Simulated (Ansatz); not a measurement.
# Phonons of Ba3PbO (Pm-3m) against volume

Wanted: mode Grüneisen parameters of Ba3PbO (Pm-3m).

Method: DFT PBEsol, scalar-relativistic, plane waves, PAW; PAW set soft_1, in Ansatz 0.2.0.

Report form: the programs' logs are mostly left out.

### Step 1. The starting structure

Symmetry: Pm-3m, No. 221, cubic system. Conventional cell: a = 5.414 Å, b = 5.414 Å, c = 5.414 Å, α = 90.00°, β = 90.00°, γ = 90.00°. Ba has 2 O at 2.71 Å nearest. Nearest to Pb lie 12 Ba at 3.83 Å. Nearest to O lie 6 Ba at 2.71 Å. Farther neighbours and most contacts between anions are not listed.

### Step 2. Response at finite wavevector

The cell comes from relaxations at this level that are not shown. Stability and thermal properties need the whole zone. Linear response on a 2×2×2 q mesh gives force constants as far as a supercell of that size would.

File input.yaml:

```yaml
crystal:
  lattice:
    - [5.4137135094, 0.0, 0.0]
    - [0.0, 5.4137135094, 0.0]
    - [0.0, 0.0, 5.4137135094]
  atoms:
    - { symbol: Ba, position: [0.0, 0.5, 0.5] }
    - { symbol: Ba, position: [0.5, 0.0, 0.5] }
    - { symbol: Ba, position: [0.5, 0.5, 0.0] }
    - { symbol: Pb, position: [0.0, 0.0, 0.0] }
    - { symbol: O, position: [0.5, 0.5, 0.5] }
kpoints:
  mp_grid: { grid: [8, 8, 8] }
hamiltonian:
  xc: pbesol
  pseudopotentials: { kind: paw, azcp: { folder: soft_1 }, xc_functional: pbe }
scf:
  occupations: { method: methfessel_paxton, width: 0.2 }
output:
  eigenvalues: true
phonons:
  method: dfpt
  qmesh: [2, 2, 2]
  temperatures: { t_max: 1000, t_step: 50 }
  qpath:
    path:
      - [[0.0, 0.0, 0.0], [0.0, 0.5, 0.0], [0.5, 0.5, 0.0], [0.0, 0.0, 0.0], [0.5, 0.5, 0.5], [0.0, 0.5, 0.0]]
      - [[0.5, 0.5, 0.5], [0.5, 0.5, 0.0]]
    npoints: 10
```

The run is started by

```bash
$ ansatz run input.yaml --threads 4 --pin off --max-ram 10240MiB --backend cpu --events-out ev --progress --plain --runs-dir out
```

The job ended after 7.6 min (4 threads of Arm Neoverse V1, shared host; peak memory 2 GiB).

Numbers from this step:

```
volume per atom                                         : 31.73 Å³
gap on the k-mesh                                       : 0 eV
sum-rule residual before enforcement                    : 6.87e-5 eV/Å²
lowest frequency on the path                            : -14.06 cm⁻¹
point group                                             : m-3m
highest frequency on the path or at a solved wavevector : 284.3 cm⁻¹
highest optical mode at the zone centre (no LO-TO term) : 155.2 cm⁻¹
lowest optical zone-centre mode                         : 41.36 cm⁻¹
lowest mode on the q mesh (acoustic modes at Γ apart)   : -14.06 cm⁻¹
```

Frequencies (cm⁻¹) solved at each irreducible wavevector; negative means imaginary. Frequencies by wavevector, by row:

```csv
q in reciprocal lattice units,star,mode 1,mode 2,mode 3,mode 4,mode 13,mode 14,mode 15
0 0 0,1,0,0,0,41.4,155.2,155.2,155.2
0 0 -0.5,3,39.4,39.4,45,45,165.7,165.7,284.3
0 -0.5 -0.5,3,17.5,54.7,55.5,55.5,173.1,274.1,274.1
-0.5 -0.5 -0.5,1,-14.1,-14.1,-14.1,48.7,281.8,281.8,281.8
```

Symmetry leaves 4 wavevectors to solve. The lowest mode among them, the acoustic zeros apart, lies at q = (-0.5, -0.5, -0.5) and is imaginary, 14.1i cm⁻¹, so the energy falls along it.

### Step 3. Relaxing at another volume, volume ratio 0.97

The volume is scaled by 0.97 and held; symmetry leaves nothing to relax, so this is a single point. The modes can then be followed against volume.

input.yaml, the sections that differ from step 2:

```yaml
crystal:
  lattice:
    - [5.3590257955, 0.0, 0.0]
    - [0.0, 5.3590257955, 0.0]
    - [0.0, 0.0, 5.3590257955]
  atoms:
    - { symbol: Ba, position: [0.0, 0.5, 0.5] }
    - { symbol: Ba, position: [0.5, 0.0, 0.5] }
    - { symbol: Ba, position: [0.5, 0.5, 0.0] }
    - { symbol: Pb, position: [0.0, 0.0, 0.0] }
    - { symbol: O, position: [0.5, 0.5, 0.5] }
output:
  forces: true
  stress: true
  eigenvalues: true
# kpoints, hamiltonian, scf: as in step 2
# phonons: removed
```

Run time: 3.3 s. Hardware: 4 threads; peak memory 0.52 GiB; 13 s of CPU time.

Numbers from this step:

```
pressure        : 1.280 GPa
volume per atom : 30.78 Å³
```

The run ends at a pressure of 1.28 GPa.

### Step 4. Phonons at the other volume, volume ratio 0.97

The phonons are repeated at this volume on the same k and q meshes.

input.yaml, as its differences from that of step 3:

```diff
@@ -19,4 +19,11 @@
 output:
-  forces: true
-  stress: true
   eigenvalues: true
+phonons:
+  method: dfpt
+  qmesh: [2, 2, 2]
+  temperatures: { t_max: 1000, t_step: 50 }
+  qpath:
+    path:
+      - [[0.0, 0.0, 0.0], [0.0, 0.5, 0.0], [0.5, 0.5, 0.0], [0.0, 0.0, 0.0], [0.5, 0.5, 0.5], [0.0, 0.5, 0.0]]
+      - [[0.5, 0.5, 0.5], [0.5, 0.5, 0.0]]
+    npoints: 10
```

Wall time 6.6 min (4 threads); peak memory 1.9 GiB; 26 min of CPU time.

Numbers from this step:

| Item | Value |
| --- | --- |
| sum-rule residual before enforcement | 5.06e-5 eV/Å² |
| lowest frequency on the path | -14.45 cm⁻¹ |
| highest frequency on the path or at a solved wavevector | 297.2 cm⁻¹ |
| highest optical mode at the zone centre (no LO-TO term) | 167.7 cm⁻¹ |
| lowest optical zone-centre mode | 39.39 cm⁻¹ |
| lowest mode on the q mesh (acoustic modes at Γ apart) | -14.45 cm⁻¹ |

Frequencies (cm⁻¹) solved at each irreducible wavevector; negative means imaginary. Frequencies by wavevector, by row:

```csv
q in reciprocal lattice units,star,mode 1,mode 2,mode 3,mode 4,mode 13,mode 14,mode 15
0 0 0,1,0,0,0,39.4,167.7,167.7,167.7
0 0 -0.5,3,40.8,40.8,45.6,45.6,180.1,180.1,297
0 -0.5 -0.5,3,19.4,57.4,57.4,58.1,189,289.3,289.3
-0.5 -0.5 -0.5,1,-14.4,-14.4,-14.4,49.8,297.2,297.2,297.2
```

The highest optical mode at the zone centre (no LO-TO term) is 167.7 cm⁻¹, +12.5 cm⁻¹ against the base run.

### Step 5. Relaxing at another volume, volume ratio 1.03

The volume is scaled by 1.03 and held; symmetry leaves nothing to relax, so this is a single point. The modes can then be followed against volume.

input.yaml, the sections that differ from step 4:

```yaml
crystal:
  lattice:
    - [5.4673181194, 0.0, 0.0]
    - [0.0, 5.4673181194, 0.0]
    - [0.0, 0.0, 5.4673181194]
  atoms:
    - { symbol: Ba, position: [0.0, 0.5, 0.5] }
    - { symbol: Ba, position: [0.5, 0.0, 0.5] }
    - { symbol: Ba, position: [0.5, 0.5, 0.0] }
    - { symbol: Pb, position: [0.0, 0.0, 0.0] }
    - { symbol: O, position: [0.5, 0.5, 0.5] }
output:
  forces: true
  stress: true
  eigenvalues: true
# kpoints, hamiltonian, scf: as in step 4
# phonons: removed
```

Run time: 4.8 s. Hardware: 4 threads; peak memory 0.57 GiB; 18 s of CPU time.

This step gave:

```
pressure        : -1.091 GPa
volume per atom : 32.69 Å³
```

The run ends at a pressure of -1.09 GPa.

### Step 6. Phonons at the other volume, volume ratio 1.03

input.yaml, as its differences from that of step 5:

```diff
@@ -19,4 +19,11 @@
 output:
-  forces: true
-  stress: true
   eigenvalues: true
+phonons:
+  method: dfpt
+  qmesh: [2, 2, 2]
+  temperatures: { t_max: 1000, t_step: 50 }
+  qpath:
+    path:
+      - [[0.0, 0.0, 0.0], [0.0, 0.5, 0.0], [0.5, 0.5, 0.0], [0.0, 0.0, 0.0], [0.5, 0.5, 0.5], [0.0, 0.5, 0.0]]
+      - [[0.5, 0.5, 0.5], [0.5, 0.5, 0.0]]
+    npoints: 10
```

Elapsed: 7.7 min, on 4 threads; peak memory 2.1 GiB.

Numbers from this step:

| Property | Result |
| --- | --- |
| sum-rule residual before enforcement | 1.98e-5 eV/Å² |
| lowest frequency on the path | -13.77 cm⁻¹ |
| highest frequency on the path or at a solved wavevector | 272.2 cm⁻¹ |
| highest optical mode at the zone centre (no LO-TO term) | 146.9 cm⁻¹ |
| lowest optical zone-centre mode | 42.89 cm⁻¹ |
| lowest mode on the q mesh (acoustic modes at Γ apart) | -13.77 cm⁻¹ |

The highest optical mode at the zone centre (no LO-TO term) is 146.9 cm⁻¹, -8.3 cm⁻¹ against the base run.

### Step 7. Grüneisen parameters

The Grüneisen parameter of a mode is minus the logarithmic change of its frequency with volume, −d ln ω / d ln V; weighted by heat capacity it gives the expansion.

This step gave:

```
bulk modulus : 39.5 GPa
```

Phonon branches along the path, in cm⁻¹:

```csv
point,branch 1,branch 2,branch 3,branch 4,branch 12,branch 13,branch 14,branch 15
Γ,0,0,0,41,107,155,155,155
halfway,27,27,45,46,108,160,160,229
X,39,39,45,45,106,166,166,284
halfway,32,46,49,51,124,169,227,279
M,18,55,56,56,134,173,274,274
halfway,27,38,43,52,119,165,228,228
Γ,0,0,0,41,107,155,155,155
halfway,30,30,30,53,130,229,229,229
R,-14,-14,-14,49,155,282,282,282
halfway,25,32,38,52,138,230,230,279
X,39,39,45,45,106,166,166,284
jump to R,-14,-14,-14,49,155,282,282,282
halfway,7,31,31,52,146,234,278,278
M,18,55,56,56,134,173,274,274
```

The same for volume x 0.97:

```csv
point,branch 1,branch 2,branch 3,branch 4,branch 12,branch 13,branch 14,branch 15
Γ,0,0,0,39,112,168,168,168
X,41,41,46,46,112,180,180,297
M,19,57,57,58,139,189,289,289
Γ,0,0,0,39,112,168,168,168
R,-14,-14,-14,50,160,297,297,297
X,41,41,46,46,112,180,180,297
R,-14,-14,-14,50,160,297,297,297
M,19,57,57,58,139,189,289,289
```

The same for volume x 1.03:

```csv
point,branch 1,branch 2,branch 3,branch 4,branch 12,branch 13,branch 14,branch 15
Γ,0,0,0,43,97,147,147,147
X,38,38,44,44,101,154,154,272
M,16,50,51,53,129,159,260,260
Γ,0,0,0,43,97,147,147,147
R,-14,-14,-14,46,150,267,267,267
X,38,38,44,44,101,154,154,272
R,-14,-14,-14,46,150,267,267,267
M,16,50,51,53,129,159,260,260
```

### Step 8. What came out

* bulk modulus: 39.5 GPa

**Reading.** No expansion is given, because modes are imaginary at one volume or more. The highest optical mode at Γ goes from 168 to 147 cm⁻¹ as the cell grows, a Grüneisen parameter of 2.20. Branches are matched by rank, so values near crossings are rough. With no gap, or one that is small against the smearing, the frequencies hang on the k mesh and the smearing, most of all near Kohn anomalies. Spin-orbit coupling is left out, which can matter for the heavy elements here. The PAW files were made for PBE and serve the other functionals too. A phonon run warned that its eigensolver left some bands unconverged in a pass.

[Logs are printed without paths, hosts, clocks, repeated set-up lines and the standing remarks that a program may print on its own settings, such as how far it seeks lower states.]

[Hosts, paths, dates, database ids (printed as entryN), source tags and the programs' standing remarks are cut or masked in the printed files.]
